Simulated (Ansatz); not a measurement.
# Ni3GeC (Pm-3m): a soft mode frozen in

Wanted: the energy along a soft mode of Ni3GeC (Pm-3m) and the structure at the end.

Main program and level: Ansatz 0.2.0; DFT PBEsol, scalar-relativistic, plane waves, PAW; PAW set soft_1.

## 1. Starting point

The structure is cubic, space group Pm-3m (No. 221). The conventional cell has a = 3.762 Å, b = 3.762 Å, c = 3.762 Å, α = 90.00°, β = 90.00°, γ = 90.00°. Nearest to Ni lie 2 C at 1.88 Å and 4 Ge at 2.66 Å and 8 Ni at 2.66 Å. Ge has 12 Ni at 2.66 Å nearest. Nearest to C lie 6 Ni at 1.88 Å. Farther neighbours, and contacts between anions beyond the nearest, are not listed.

## 2. The dispersion

Stability and thermal properties need the whole zone. Linear response on a 2×2×2 q mesh gives force constants as far as a supercell of that size would.

input.yaml reads:

```yaml
crystal:
  lattice:
    - [3.761644871, 0.0, 0.0]
    - [0.0, 3.761644871, 0.0]
    - [0.0, 0.0, 3.761644871]
  atoms:
    - { symbol: Ni, position: [0.0, 0.5, 0.5] }
    - { symbol: Ni, position: [0.5, 0.5, 0.0] }
    - { symbol: Ni, position: [0.5, 0.0, 0.5] }
    - { symbol: Ge, position: [0.0, 0.0, 0.0] }
    - { symbol: C, position: [0.5, 0.5, 0.5] }
kpoints:
  mp_grid: { grid: [12, 12, 12] }
hamiltonian:
  xc: pbesol
  pseudopotentials: { kind: paw, azcp: { folder: soft_1 }, xc_functional: pbe }
scf:
  occupations: { method: methfessel_paxton, width: 0.2 }
output:
  eigenvalues: true
phonons:
  method: dfpt
  qmesh: [2, 2, 2]
  temperatures: { t_max: 1000, t_step: 50 }
  qpath:
    path:
      - [[0.0, 0.0, 0.0], [0.0, 0.5, 0.0], [0.5, 0.5, 0.0], [0.0, 0.0, 0.0], [0.5, 0.5, 0.5], [0.0, 0.5, 0.0]]
      - [[0.5, 0.5, 0.5], [0.5, 0.5, 0.0]]
    npoints: 10
```

The run is started by

```bash
$ ansatz run input.yaml --threads 4 --pin off --max-ram 10240MiB --backend cpu --events-out ev --progress --plain --runs-dir out
```

Log:

```text
Engine: ansatz 0.2.0, aarch64-unknown-linux-gnu
Pseudopotentials: kind: paw
Pseudopotential: Ni, paw, valence charge 18, recommended cutoff 420 eV (normal), soft_1/Ni.paw.azcp
Pseudopotential: Ge, paw, valence charge 14, recommended cutoff 420 eV (normal), soft_1/Ge.paw.azcp
Pseudopotential: C, paw, valence charge 4, recommended cutoff 420 eV (normal), soft_1/C.paw.azcp
Functional definition: PBEsol
  exchange = pbesol_x
  correlation = pbesol_c
Crystal: 5 atoms, lattice volume = 53.227 Å³
Basis set: ecut = 420 eV, 1021 PW (Γ), exchange–correlation on 54×54×54 points (8 copies of the dense FFT grid, shifted against one another)
Bands: 44, of which v1, the nominal top of the filled ones, is band 36 counted from 1 (35 counted from 0)
Symmetry: 48 space group operations
k-points: 84 of 1728
Non-local potential: Ni, projectors of the file, l = 0: 3, l = 1: 2, l = 2: 3, l = 3: 1
Non-local potential: Ge, projectors of the file, l = 0: 2, l = 1: 2, l = 2: 3, l = 3: 1
Non-local potential: C, projectors of the file, l = 0: 2, l = 1: 2, l = 2: 1
PAW form: soft (Blöchl's): semilocal exchange-correlation on the pseudo side does not see the compensation charge
PAW frozen core: Ni, regenerated for the run's functional, and the local potential with it (the file was generated under x = pbe(κ = 0.804, μ = 0.219515), c = pbe(β = 0.066725))
PAW frozen core: Ge, regenerated for the run's functional, and the local potential with it (the file was generated under x = pbe(κ = 0.804, μ = 0.219515), c = pbe(β = 0.066725))
PAW frozen core: C, regenerated for the run's functional, and the local potential with it (the file was generated under x = pbe(κ = 0.804, μ = 0.219515), c = pbe(β = 0.066725))
PAW one-centre angular grid: Ni, 590 points (default); XC on 64 Gauss nodes
PAW one-centre angular grid: Ge, 590 points (default); XC on 64 Gauss nodes
PAW one-centre angular grid: C, 110 points (default); XC on 64 Gauss nodes
Initial density: superposition of atomic densities (chi_scale 0.1, normalization cell, long waves kept (reshape's long-wave potential 0.00 eV rms))
Initial wavefunctions: pseudopotential atomic-orbital guess
Functional: x = pbesol(κ = 0.804, μ = 0.123457), c = pbesol(β = 0.046)
SCF iter   1: F=—  HF=-21916.867667 eV  |F-HF|=—  |Δ(HF+E_count)|=         —  Δρ=1.14e-1  dr2=8.55e0  ethr=3.10e-3  ⟨swp⟩=5.5  Hψ=11873  notcnv=0
preconditioner: auto → Kerker (q_TF=auto, 2.869 Å⁻¹)  [metal: Δε(μ)=0.026 eV  Ē_g=12.663 eV  σ=0.200 eV  W_gap=0.11  n_scr=18 (ndim 8)  ℏωp=35.3 eV  f_vac=0.000  D(μ)=1.97/eV (n_scr^D=18)]
SCF iter   2: F=—  HF=-21915.555924 eV  |F-HF|=—  |Δ(HF+E_count)|=    1.31e0  S|Δr|=    0.00e0  Δρ=4.53e-2  dr2=2.19e0  ethr=3.10e-3  ⟨swp⟩=2.9  Hψ=6390  notcnv=0  defer=145
SCF iter   3: F=—  HF=-21915.051452 eV  |F-HF|=—  |Δ(HF+E_count)|=   5.04e-1  S|Δr|=    0.00e0  Δρ=1.73e-2  dr2=4.37e-1  ethr=3.04e-3  ⟨swp⟩=2.0  Hψ=4483  notcnv=0  defer=144
SCF iter   4: F=—  HF=-21914.960180 eV  |F-HF|=—  |Δ(HF+E_count)|=   9.13e-2  S|Δr|=    0.00e0  Δρ=6.96e-3  dr2=1.89e-2  ethr=6.07e-4  ⟨swp⟩=2.0  Hψ=5196  notcnv=0  defer=143
SCF iter   5: F=—  HF=-21914.959253 eV  |F-HF|=—  |Δ(HF+E_count)|=   9.27e-4  S|Δr|=    0.00e0  Δρ=2.67e-3  dr2=3.47e-3  ethr=2.63e-5  ⟨swp⟩=2.1  Hψ=4719  notcnv=0  defer=143
SCF iter   6: F=—  HF=-21914.956195 eV  |F-HF|=—  |Δ(HF+E_count)|=   3.06e-3  S|Δr|=    0.00e0  Δρ=8.77e-4  dr2=1.71e-4  ethr=4.81e-6  ⟨swp⟩=2.0  Hψ=5615  notcnv=0  defer=143
SCF iter   7: F=—  HF=-21914.956330 eV  |F-HF|=—  |Δ(HF+E_count)|=   1.35e-4  S|Δr|=    0.00e0  Δρ=3.18e-4  dr2=3.85e-5  ethr=2.38e-7  ⟨swp⟩=2.0  Hψ=6598  notcnv=0  defer=143
SCF iter   8: F=—  HF=-21914.956355 eV  |F-HF|=—  |Δ(HF+E_count)|=   2.50e-5  S|Δr|=    0.00e0  Δρ=6.71e-5  dr2=2.08e-6  ethr=5.34e-8  ⟨swp⟩=2.2  Hψ=5214  notcnv=0  defer=143
SCF iter   9: F=—  HF=-21914.956347 eV  |F-HF|=—  |Δ(HF+E_count)|=   7.34e-6  S|Δr|=    0.00e0  Δρ=2.28e-5  dr2=2.32e-7  ethr=2.89e-9  ⟨swp⟩=2.0  Hψ=5607  notcnv=0  defer=143
SCF iter  10: F=—  HF=-21914.956347 eV  |F-HF|=—  |Δ(HF+E_count)|=   3.97e-8  S|Δr|=    0.00e0  Δρ=3.92e-6  dr2=8.41e-9  ethr=3.23e-10  ⟨swp⟩=2.2  Hψ=5053  notcnv=0  defer=143
SCF iter  11: F=—  HF=-21914.956347 eV  |F-HF|=—  |Δ(HF+E_count)|=   4.59e-9  S|Δr|=    0.00e0  Δρ=1.06e-6  dr2=4.00e-10  ethr=1.17e-11  ⟨swp⟩=2.0  Hψ=6283  notcnv=0  defer=143
SCF iter  12: F=—  HF=-21914.956347 eV  |F-HF|=—  |Δ(HF+E_count)|=  1.06e-10  S|Δr|=    0.00e0  Δρ=3.41e-7  dr2=3.01e-11  ethr=1.00e-12  ⟨swp⟩=2.3  Hψ=5588  notcnv=0  defer=143
SCF iter  13: F=-21914.956347 eV  HF=-21914.956347 eV  |F-HF|=3.64e-12  |Δ(HF+E_count)|=    0.00e0  S|Δr|=    0.00e0  Δρ=6.36e-8  dr2=1.00e-12  ethr=1.00e-12  ⟨swp⟩=11.5  Hψ=19701  notcnv=0
SCF 1 converged in 13 iterations: F = -21914.956347 eV  dr2 = 1.00e-12
  greatest PAW one-centre occupation: 1.001 electrons in one spin orbital (limit 2), on the Ni atom at site 2 (counted from 0), in its partial waves of l = 1
Initial density: read from a saved state, or passed on in memory by an earlier SCF of this step, an earlier step, the calling program or the single point that the run made first
iter 1 solved again at ethr=4.83e-8 eV; its pass at ethr=3.10e-3 eV (dr2=3.48e-5 eV) is discarded
SCF iter   1: F=—  HF=-21914.956354 eV  |F-HF|=—  |Δ(HF+E_count)|=         —  Δρ=5.06e-7  dr2=6.98e-11  ethr=4.83e-8  ⟨swp⟩=3.2  Hψ=22848  notcnv=0
eigensolver tolerance schedule: the retry pair's looser diagonalisation over-reported the residual by 498472.82 of it (diagonalisation noise at an unbounded share of the residual, at the tolerance the schedule requests for it); recorded, not acted on — ethr = c·dr2/N_el stays at c = 1.0e-1
preconditioner: auto → Kerker (q_TF=auto, 2.869 Å⁻¹)  [metal: Δε(μ)=0.021 eV  Ē_g=12.874 eV  σ=0.200 eV  W_gap=0.09  n_scr=18 (ndim 8)  ℏωp=35.3 eV  f_vac=0.000  D(μ)=4.02/eV (n_scr^D=32)]
SCF iter   2: F=—  HF=-21914.956347 eV  |F-HF|=—  |Δ(HF+E_count)|=   6.45e-6  S|Δr|=    0.00e0  Δρ=3.53e-7  dr2=3.52e-11  ethr=1.00e-12  ⟨swp⟩=3.7  Hψ=10204  notcnv=0
SCF iter   3: F=—  HF=-21914.956347 eV  |F-HF|=—  |Δ(HF+E_count)|=  7.28e-12  S|Δr|=    0.00e0  Δρ=1.89e-7  dr2=1.05e-11  ethr=1.00e-12  ⟨swp⟩=1.0  Hψ=3696  notcnv=0
SCF iter   4: F=-21914.956347 eV  HF=-21914.956347 eV  |F-HF|=3.64e-12  |Δ(HF+E_count)|=  3.64e-12  S|Δr|=    0.00e0  Δρ=7.26e-8  dr2=1.72e-12  ethr=1.00e-12  ⟨swp⟩=4.1  Hψ=9688  notcnv=0
SCF 2 converged in 4 iterations: F = -21914.956347 eV  dr2 = 1.72e-12
  greatest PAW one-centre occupation: 1.001 electrons in one spin orbital (limit 2), on the Ni atom at site 0 (counted from 0), in its partial waves of l = 1
phonons: the bands overlap, so this run is a metal and interpolates without the dipole-dipole term. If the crystal is really an insulator or semiconductor, its LO-TO splitting is missing
NSCF: frozen V_eff on 84 k-points
WARN: eigensolver did not converge (k=0): 1 band(s) unlocked after 20 sweeps at ethr=1.15e-12 eV (storage-precision floor; scheduled 1.00e-12 eV) (lowest unlocked band 43, counted from 0; max residual 5.13e-6 eV among the unlocked bands, 5.13e-6 eV over every band; other slots of this pass that fall short are told together in one closing line; warning suppressed until the next SCF loop or pass starts)
WARN: eigensolver did not converge in 3 slots of this pass, the one above among them; of largest residual over every band (k=1): 1 band(s) unlocked (lowest unlocked band 43, counted from 0; max residual 5.34e-3 eV among the unlocked bands, 5.34e-3 eV over every band); of lowest unlocked band (k=0): band 43
NSCF: frozen V_eff on 343 k-points
DFPT response loops at q = (0, 0, 0) (fractional): preconditioner auto → Kerker (q_TF=auto, 2.869 Å⁻¹) (partly filled bands, converged f_vac=0.000); β = 1.00, the filter's whole step (`scf.mixing.beta` (0.50) is not read by the response loops under this deck's `scf.mixing.preconditioner`; to damp them name `kerker` or `kerker_dos`, under which they read `scf.mixing.beta`, and type it under 1.00, their step now; both keys bind the ground state too); Broyden in place of MSR1
NSCF: frozen V_eff on 686 k-points
DFPT response loops at q = (0, 0, -0.5) (fractional): mixed as the last ones told, above
NSCF: frozen V_eff on 686 k-points
DFPT response loops at q = (0, -0.5, -0.5) (fractional): mixed as the last ones told, above
NSCF: frozen V_eff on 686 k-points
DFPT response loops at q = (-0.5, -0.5, -0.5) (fractional): mixed as the last ones told, above
SCF converged after 13 iterations
Stability not checked: this state was not tested for a lower state beside it, because cold or Methfessel-Paxton smearing, or corrected tetrahedra, fill the levels in a way that the test cannot read (fill_not_monotonic; see scf.lower_state_search)
Free energy (F): -21914.956347 eV
Harris-Foulkes:  -21914.956347 eV  (|F-HF|=3.64e-12)
Internal energy: -21914.951856 eV  (E = F + TS)
E sigma→0 (E₀):  -21914.955224 eV
Entropy (-TS):   -0.004491 eV (-0.898 meV/atom)
Fermi energy:    16.804161 eV
--- Per-component energies (eV) ---
  E_band       = -953.900227
  E_kinetic    = 1205.801852
  E_local      = -10784.648979  (includes V_loc(G=0)·N_el)
  E_nonlocal   = -100.557124
  E_hartree    = 5691.738882
  E_xc         = -456.325191
  E_vxc        = -561.811520  (∫ρ·V_xc dr)
  E_paw        = -6938.143766  (= ΣΔE_a)
  E_vpaw       = -2096.164535  (= ΣTr[D̂ρ^β])
  E_aug_tail   = 0.002382  (compensation charges beyond the density's cutoff)
  E_ewald      = -10534.350818
  E_core_change = 1.530906  (= ΣΔE_core)
  E_smearing   = -0.004491  (= −TS)
  E_closure    = -0.000000  (closes the sum)
  Σ components = -21914.956347   (vs F -21914.956347, Δ=0.00e0)
--- Band table (eV; the first three rows and the last of 84) ---
  k-point 0: bands = [... 32 lower, 15.8330, 15.8330, 15.8330, 16.0839, 17.4463, 18.2762, 18.2762, 18.2762, ... 4 higher]
  k-point 1: bands = [... 32 lower, 15.8331, 15.8683, 15.8683, 16.0579, 17.3047, 18.3540, 18.3540, 18.4616, ... 4 higher]
  k-point 2: bands = [... 32 lower, 15.8333, 15.9807, 15.9886, 15.9886, 17.1997, 18.5548, 18.5548, 18.7106, ... 4 higher]
  k-point 83: bands = [... 32 lower, 15.3807, 15.8734, 15.8734, 15.8734, 16.4276, 17.7892, 17.7892, 17.7892, ... 4 higher]
--- Phonons (Γ-DFPT): 4 representative perturbations + reference (Σ response iterations 14) ---
  ASR residual: 4.504e-5 → 0.000e0 eV/Å²; symmetrization residual: 3.370e-6 eV/Å²
  ASR residual per site (eV/Å²): 4.50e-5 4.50e-5 4.50e-5 7.74e-6 8.81e-6
  Γ frequencies (cm⁻¹): -92.66 -92.66 -92.66 0.00 0.00 0.00 96.15 96.15 96.15 123.55 123.55 123.55 601.15 601.15 601.15
--- Phonons (arbitrary-q DFPT): 4 irreducible q on the 2×2×2 mesh ---
  q = [0.0000, 0.0000, 0.0000] (star 1, of the zone-centre solve; hermiticity 3.93e-7, symmetrization 3.73e-12): -92.66 -92.66 -92.66 -0.00 -0.00 0.00 96.15 96.15 96.15 123.55 123.55 123.55 601.15 601.15 601.15
  q = [0.0000, 0.0000, -0.5000] (star 3, 9 solved perturbations in 2646 linear systems a pass and spin channel, the states on 343 of 1728 k-point pairs; hermiticity 3.29e-7, symmetrization 1.23e-12): -129.74 -76.03 -66.56 -66.56 -61.15 -61.15 113.24 113.24 142.56 142.56 152.79 274.39 608.47 608.47 698.62
  q = [0.0000, -0.5000, -0.5000] (star 3, 9 solved perturbations in 2646 linear systems a pass and spin channel, the states on 343 of 1728 k-point pairs; hermiticity 3.20e-7, symmetrization 3.17e-13): -114.86 -106.63 -106.63 -98.91 -98.91 -68.65 114.98 129.31 132.11 132.11 231.42 295.61 620.72 722.58 722.58
  q = [-0.5000, -0.5000, -0.5000] (star 1, 4 solved perturbations in 931 linear systems a pass and spin channel, the states on 343 of 1728 k-point pairs; hermiticity 4.59e-7, symmetrization 4.95e-12): -70.17 -70.17 -70.17 48.08 48.08 48.08 129.68 129.68 129.68 237.12 237.12 357.90 720.74 720.74 720.74
  sum rule: each row above includes the acoustic sum rule's correction from the zone centre's row sums; it moved no ω² by more than (0.46 cm⁻¹)²
  mesh force constants: q→R imaginary residual 5.43e-18; ASR residual 4.504e-5 → 0.000e0 eV/Å²; symmetrization residual 1.776e-14 eV/Å²
  interpolated dispersion: 62 rows × 15 modes
  density of states and harmonic sums: on the 16×16×16 q-mesh, interpolated from the force constants of a 2×2×2 supercell (no non-analytic term)
  largest difference from the sums on the solved wave vectors: F 5.95e-2 eV, S 7.79e-5 and C_V 3.00e-5 eV/K
  zero-point energy: 0.185921 eV/cell   skipped modes (ω ≤ 0): 940, of them read as no rigid motion or as one in doubt: 937 (5.837e0 modes/cell left out, lowest -129.74 cm⁻¹)   left out of the sums: 3.89e-1 of the cell's modes: C_V's classical limit lies that fraction below 3 k_B per atom; for a crystal, a wire or a layer, F and S can be off by more, and a phonons.interpolated_qmesh denser along its periods is the remedy for the sampling
```

Run time: 11 min. Hardware: 4 threads of Arm Neoverse V2, shared host; peak memory 2.3 GiB; 42 min of CPU time.

Reading the cycles: dr2 is the Hartree energy of the density residual (eV), the measure of convergence; HF is the Harris–Foulkes estimate of the energy, which meets the free energy F at convergence.

This run has no spin polarisation, although Ni can carry a moment.

Read from the output:

```yaml
volume_per_atom: 10.65 Å³
gap_on_the_k_mesh: 0 eV
sum_rule_residual_before_enforcement: 4.50e-5 eV/Å²
lowest_frequency_on_the_path: -129.7 cm⁻¹
point_group: m-3m
highest_frequency_on_path_mesh_or_solved_points: 722.6 cm⁻¹
highest_optical_mode_at_the_zone_centre_no_lo_to_term: 601.1 cm⁻¹
lowest_optical_zone_centre_mode: -92.66 cm⁻¹
lowest_mode_on_the_q_mesh_acoustic_modes_at_gamma_apart: -129.7 cm⁻¹
```

Frequencies (cm⁻¹) solved at each irreducible wavevector; negative means imaginary. Frequencies by wavevector, by row:

| q in reciprocal lattice units | star | mode 1 | mode 2 | mode 3 | mode 4 | mode 13 | mode 14 | mode 15 |
| --- | --- | --- | --- | --- | --- | --- | --- | --- |
| 0 0 0 | 1 | -92.7 | -92.7 | -92.7 | 0 | 601.1 | 601.1 | 601.1 |
| 0 0 -0.5 | 3 | -129.7 | -76 | -66.6 | -66.6 | 608.5 | 608.5 | 698.6 |
| 0 -0.5 -0.5 | 3 | -114.9 | -106.6 | -106.6 | -98.9 | 620.7 | 722.6 | 722.6 |
| -0.5 -0.5 -0.5 | 1 | -70.2 | -70.2 | -70.2 | 48.1 | 720.7 | 720.7 | 720.7 |

Interpolated from a 2×2×2 q mesh, rough between the solved points. The phonon branches at the labelled points (cm⁻¹):

| point | branch 1 | branch 2 | branch 3 | branch 4 | branch 12 | branch 13 | branch 14 | branch 15 |
| --- | --- | --- | --- | --- | --- | --- | --- | --- |
| Γ | -93 | -93 | -93 | 0 | 124 | 601 | 601 | 601 |
| halfway | -87 | -87 | -85 | -78 | 220 | 605 | 605 | 647 |
| X | -130 | -76 | -67 | -67 | 274 | 608 | 608 | 699 |
| halfway | -120 | -90 | -89 | -86 | 279 | 615 | 663 | 711 |
| M | -115 | -107 | -107 | -99 | 296 | 621 | 723 | 723 |
| halfway | -93 | -92 | -83 | -82 | 241 | 610 | 655 | 655 |
| Γ | -93 | -93 | -93 | 0 | 124 | 601 | 601 | 601 |
| halfway | -94 | -92 | -92 | -70 | 265 | 660 | 660 | 662 |
| R | -70 | -70 | -70 | 48 | 358 | 721 | 721 | 721 |
| halfway | -108 | -93 | -93 | -68 | 299 | 665 | 667 | 716 |
| X | -130 | -76 | -67 | -67 | 274 | 608 | 608 | 699 |
| jump to R | -70 | -70 | -70 | 48 | 358 | 721 | 721 | 721 |
| halfway | -95 | -93 | -93 | -55 | 325 | 669 | 722 | 722 |
| M | -115 | -107 | -107 | -99 | 296 | 621 | 723 | 723 |

Symmetry leaves 4 wavevectors to solve. The lowest mode among them, the acoustic zeros apart, lies at q = (0, 0, -0.5) and is imaginary, 129.7i cm⁻¹, so the energy falls along it.

## 3. The mode frozen in, largest atomic shift 0 Å

The mode followed lies at q = (0, -0.5, -0.5) with frequency 114.9i cm⁻¹, one of the unstable modes though not the softest. At small amplitude the pattern taken leaves space group no. 127 by a symmetry search on the positions. The undistorted cell that holds it gives the zero of energy on the same k mesh.

System of this step: Ni3GeC. The structure is cubic, space group Pm-3m (No. 221). Conventional cell: a = 3.762 Å, b = 3.762 Å, c = 3.762 Å, α = 90.00°, β = 90.00°, γ = 90.00°. Nearest to Ni lie 2 C at 1.88 Å and 8 Ni at 2.66 Å and 4 Ge at 2.66 Å. Ni has 2 C at 1.88 Å and 8 Ni at 2.66 Å and 4 Ge at 2.66 Å nearest. Nearest to Ge lie 12 Ni at 2.66 Å. Nearest to C lie 6 Ni at 1.88 Å. Farther neighbours, and contacts between anions beyond the nearest, are not listed.

input.yaml reads:

```yaml
crystal:
  lattice:
    - [-3.761644871, 0.0, 0.0]
    - [0.0, -3.761644871, -3.761644871]
    - [0.0, -3.761644871, 3.761644871]
  atoms:
    - { symbol: Ni, position: [1.0, 1.0, 0.5] }
    - { symbol: Ni, position: [1.0, 0.5, 0.0] }
    - { symbol: Ni, position: [0.5, 0.25, 0.25] }
    - { symbol: Ni, position: [0.5, 0.75, 0.75] }
    - { symbol: Ni, position: [0.5, 0.25, 0.75] }
    - { symbol: Ni, position: [0.5, 0.75, 0.25] }
    - { symbol: Ge, position: [0.0, 0.5, 0.5] }
    - { symbol: Ge, position: [0.0, 0.0, 0.0] }
    - { symbol: C, position: [0.5, 1.0, 0.5] }
    - { symbol: C, position: [0.5, 0.5, 0.0] }
kpoints:
  mp_grid: { grid: [10, 8, 8] }
hamiltonian:
  xc: pbesol
  pseudopotentials: { kind: paw, azcp: { folder: soft_1 }, xc_functional: pbe }
scf:
  occupations: { method: methfessel_paxton, width: 0.2 }
output:
  forces: true
  stress: true
  eigenvalues: true
```

Log:

```text
[...]
Crystal: 10 atoms, lattice volume = 106.454 Å³
Basis set: ecut = 420 eV, 2077 PW (Γ), exchange–correlation on 54×72×72 points (8 copies of the dense FFT grid, shifted against one another)
Bands: 87, of which v1, the nominal top of the filled ones, is band 72 counted from 1 (71 counted from 0)
Symmetry: 32 space group operations
[...]
k-points: 90 of 640
[...]
k-point 0: bands = [... 68 lower, 15.8332, 16.0850, 16.2511, 16.2511, 17.4460, 17.9085, 18.2757, 18.2757, ... 11 higher]
  k-point 1: bands = [... 68 lower, 15.8913, 16.0583, 16.2505, 16.3000, 17.2659, 17.8218, 18.3644, 18.3869, ... 11 higher]
  k-point 2: bands = [... 68 lower, 16.0450, 16.0806, 16.2466, 16.4390, 17.0133, 17.5743, 18.6026, 18.7030, ... 11 higher]
  k-point 89: bands = [... 68 lower, 16.2506, 16.2506, 16.2509, 16.2509, 17.9082, 17.9082, 20.7302, 20.7302, ... 11 higher]
[key lines of the parts left out:]
SCF converged after 10 iterations
Free energy (F): -43829.914378 eV
Fermi energy:    16.802370 eV
P = ⅓ Tr σ = -0.0241 GPa (-0.241 kbar)
```

Wall time 15 s (4 threads); peak memory 0.93 GiB.

This step gave:

```yaml
pressure: -0.02408 GPa
energy_from_the_undistorted_cell: 0 meV/atom
```

The run ends at a pressure of -0.02 GPa.

[end of part 1 of 3]

[Long decimals in the printed logs are rounded to 6 places.]

[Logs are printed without paths, hosts, clocks, repeated set-up lines and the standing remarks that a program may print on its own settings, such as how far it seeks lower states.]

[Hosts, paths, dates, database ids (printed as entryN), source tags and the programs' standing remarks are cut or masked in the printed files.]

[Where the starting crystal was built by hand or by swapping elements, it need not be the compound's stable phase.]
